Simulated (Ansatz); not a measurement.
# PbO (model cell, started as layered BN type): following an unstable mode, part 2 of 2

Aim: this structure of PbO (model cell, started as layered BN type) is to be tested for unstable modes, and one is followed downhill.

Ansatz 0.2.0; DFT PBEsol, scalar-relativistic, plane waves, PAW; PAW set soft_1.

So far. Step 4 (The mode frozen in, largest atomic shift 0.32 Å): The run ends at a pressure of 0.76 GPa, with forces up to 0.19 eV/Å. Step 5 (Energy along the mode, all amplitudes (two of the runs …): The lowest of the steps tried is at 0.32 Å, 40.6 meV/atom below the parent; the bottom of the well need not coincide with a step.

The structure was built from a prototype and need not be the compound's stable phase.

## Step 7: The new phase in its own primitive cell (continued)

The steps of the relaxation:

```tsv
step	energy less that of the first step (eV)	largest force component (eV/Å)	pressure (GPa)	volume (Å³)
1	0.0000	0.0008	0.01	88.04
2	0.0001	0.0017	0.01	88.11
3	0.0002	0.0021	-0.01	88.18
4	0.0001	0.0006	0.00	88.17
5*	0.0000	0.0005	0.00	88.17
```

Relaxation steps marked * repeat the geometry before them on a plane-wave basis chosen anew for their cell, so energy and pressure can jump there.

The run keeps the 12 symmetry operations that it works with, so distortions that break them were not tested.

```tsv
conventional cell, symmetrised	before	after	change
a (Å)	4.000	3.999	-0.0 %
b (Å)	4.000	3.999	-0.0 %
c (Å)	6.356	6.366	+0.2 %
volume (Å³/atom)	22.01	22.04	+0.1 %
```

The relaxed structure:

```xyz
4
Lattice="3.9990 0.0000 0.0000 -1.9995 3.4632 0.0000 0.0000 0.0000 6.3664" Properties=species:S:1:pos:R:3 pbc="T T T"
Pb    0.0000    2.3088    1.4199
Pb    1.9995    1.1544    4.9465
O     1.9995    1.1544    0.8295
O     0.0000    2.3088    5.5369
```

Numbers from this step:

* pressure: 0.003571 GPa
* gap on the k-mesh: 1.392 eV
* volume per atom: 22.04 Å³
* direct gap on mesh: 1.615 eV

The largest force component left is 0.53 meV/Å and the pressure is 0.004 GPa, within the tolerances set. The cell now holds 22.04 Å³/atom.

## Step 8: Modes of the new phase

A relaxed structure may still be a saddle point, so its zone-centre modes are computed. The response to a homogeneous field gives the Born charges and the dielectric tensor, and its change with displacement the Raman tensors.

input.yaml

```yaml
crystal:
  lattice:
    - [3.9990126387, 0.0, 0.0]
    - [-1.9995063194, 3.4632465352, 0.0]
    - [0.0, 0.0, 6.366361008]
  atoms:
    - { symbol: Pb, position: [0.3333333333, 0.6666666667, 0.2230273838] }
    - { symbol: Pb, position: [0.6666666667, 0.3333333333, 0.7769726162] }
    - { symbol: O, position: [0.6666666667, 0.3333333333, 0.1302892221] }
    - { symbol: O, position: [0.3333333333, 0.6666666667, 0.8697107779] }
kpoints:
  mp_grid: { grid: [9, 9, 4] }
hamiltonian:
  xc: pbesol
  pseudopotentials: { kind: paw, azcp: { folder: soft_1 }, xc_functional: pbe }
scf:
  occupations: { method: fixed }
output:
  eigenvalues: true
phonons:
  method: dfpt
  dielectric: true
  rigid_motions: translations
  raman: true
```

The run is started by

```console
ansatz run input.yaml --threads 4 --pin off --max-ram 10240MiB --backend cpu --events-out ev --progress --plain --runs-dir out
```

It took 9.1 min on 4 threads of Arm Neoverse V1, shared host; peak memory 2.5 GiB; 36 min of CPU time.

Numbers from this step:

```
sum-rule residual before enforcement                    : 1.30e-4 eV/Å²
miss of the charge sum rule                             : 6.77e-4 e
estimated error of the dielectric tensor                : 0.01695
estimated error of the Born charges                     : 0.01469 e
point group                                             : -3m
highest optical mode at the zone centre (no LO-TO term) : 410.5 cm⁻¹
lowest optical zone-centre mode                         : 70.31 cm⁻¹
mean high-frequency dielectric constant                 : 5.612
largest Born charge (third of the trace)                : 2.414 e
mean static dielectric constant                         : 10.77
top of the zone-centre spectrum with the field          : 482.2 cm⁻¹
```

Without the LO-TO term. Patterns of degenerate modes are one choice out of their space. The modes at Γ (shares of kinetic energy by element, %):

```tsv
mode	frequency (cm⁻¹)	symmetry	Pb %	O %
1	0.0	acoustic	93	7
2	0.0	acoustic	93	7
3	0.0	acoustic	93	7
4	70.3	Eg	99	1
5	70.3	Eg	99	1
6	131.6	A1g	100	0
7	269.0	Eu	7	93
8	269.0	Eu	7	93
9	332.1	Eg	1	99
10	332.1	Eg	1	99
11	392.7	A1g	0	100
12	410.5	A2u	7	93
```

Displacements in mode 5 (70.3 cm⁻¹), the largest set to 1:
```
Pb1  0.00  1.00  0.00
Pb2  0.00 -1.00  0.00
O3   0.00  0.44  0.00
O4   0.00 -0.44  0.00
```

Displacements in mode 7 (269.0 cm⁻¹), the largest set to 1:
```
Pb1 -0.08 -0.02  0.00
Pb2 -0.08 -0.02  0.00
O3   1.00  0.21  0.00
O4   1.00  0.21  0.00
```

Optical modes at the zone centre, without and with the macroscopic field of the longitudinal modes; each column is sorted by frequency, so a row need not hold one and the same mode. Modes with and without the field, by row:

```tsv
rank among optical modes	no field (cm⁻¹)	q along (1, 0, 0) (cm⁻¹)	q along (0, 0, 1) (cm⁻¹)
1	70.3	70.3	70.3
2	70.3	70.3	70.3
3	131.6	131.6	131.6
4	269	269	269
5	269	332.1	269
6	332.1	332.1	332.1
7	332.1	392.7	332.1
8	392.7	397.1	392.7
9	410.5	410.5	482.2
```

Born charge (rows field, columns displacement) (e), principal values of the symmetric part by kind of site:

```tsv
atom	atoms with these values	low	middle	high	mean
Pb1	2	2.17	2.54	2.54	2.41
O3	2	-2.54	-2.54	-2.17	-2.41
```

In full for Pb1:

```
2.54 0.00 0.00
0.00 2.54 0.00
0.00 0.00 2.17
```

High-frequency dielectric tensor:

```
5.67 0.00 0.00
0.00 5.67 0.00
0.00 0.00 5.50
```

Static dielectric tensor (ions relaxed, fixed cell):

```
12.36  0.00  0.00
 0.00 12.36  0.00
 0.00  0.00  7.59
```

Transverse modes. Lines of the infrared spectrum (strongest = 100):

```tsv
position (cm⁻¹)	label	relative intensity
70	Eg	0.0
132	A1g	0.0
269	Eu	100
332	Eg	0.0
393	A1g	0.0
410	A2u	36
```

Activity x (w_L - w)^4 (n + 1)/w, 532 nm, 300 K; the tensors are static ones, while 532 nm light lies above the computed direct gap, where resonance would change the heights; modes without the macroscopic field alone. Raman lines, with heights relative to the strongest:

```tsv
position (cm⁻¹)	label	relative intensity
70	Eg	24
132	A1g	100
269	Eu	0.0
332	Eg	28
393	A1g	17
410	A2u	0.0
```

Before it was imposed, the acoustic sum rule was missed by 1.3e-4 eV/Å² and the charge sum rule by 6.8e-4 e. Small misses are needed for a sound result but don't prove that mesh and cutoff are converged. The lowest optical mode is real, 70.3 cm⁻¹.

## Step 9: Summary of results

```json
{"unstable mode of the parent": "q = (0, 0, 0), 205i cm⁻¹", "depth at the lowest point sampled": "40.6 meV/atom", "largest atomic shift at that point": "0.32 Å", "space group reached (within 0.01 Å)": "P-3m1", "energy gained over the parent (first relaxation, on the mesh of the frozen mode)": "127 meV/atom", "volume per atom, phase reached": "22.0 Å³", "gap on the k-mesh, phase reached": "1.39 eV", "lowest optical zone-centre mode, phase reached": "70.3 cm⁻¹", "highest optical mode at the zone centre (no LO-TO term), phase reached": "410 cm⁻¹"}
```

Along this mode the structure falls into P-3m1, 127 meV/atom below the parent. At the parent's cell the well is 40.62 meV/atom deep on the steps tried, with its lowest point at a shift of 0.32 Å. Relaxing atoms and cell changes the gain by +86.63 meV/atom against the lowest step (energies at zero smearing). Most of the total comes from this relaxation. The new phase has no imaginary mode at the zone centre of its cell; other wavevectors were not checked. Of the 2 patterns followed to their end from this parent, this one reaches the lowest energy. Another end point lies within 1 meV/atom; how such a difference moves with mesh and cutoff was not tested. Each path keeps the symmetry of its pattern, so a lower phase may lie along a pattern not tried. The program warns that the interpolation holds no quadrupole term, so branches close to Γ can be off in this crystal. Spin-orbit coupling is left out, which can matter for the heavy elements here. The PAW files were made for PBE and serve the other functionals too. The starting cell was built on a prototype and not taken from a measurement, so the phase need not exist.

[Logs are printed without paths, hosts, clocks, repeated set-up lines and the standing remarks that a program may print on its own settings, such as how far it seeks lower states.]

[Hosts, paths, dates, database ids (printed as entryN), source tags and the programs' standing remarks are cut or masked in the printed files.]
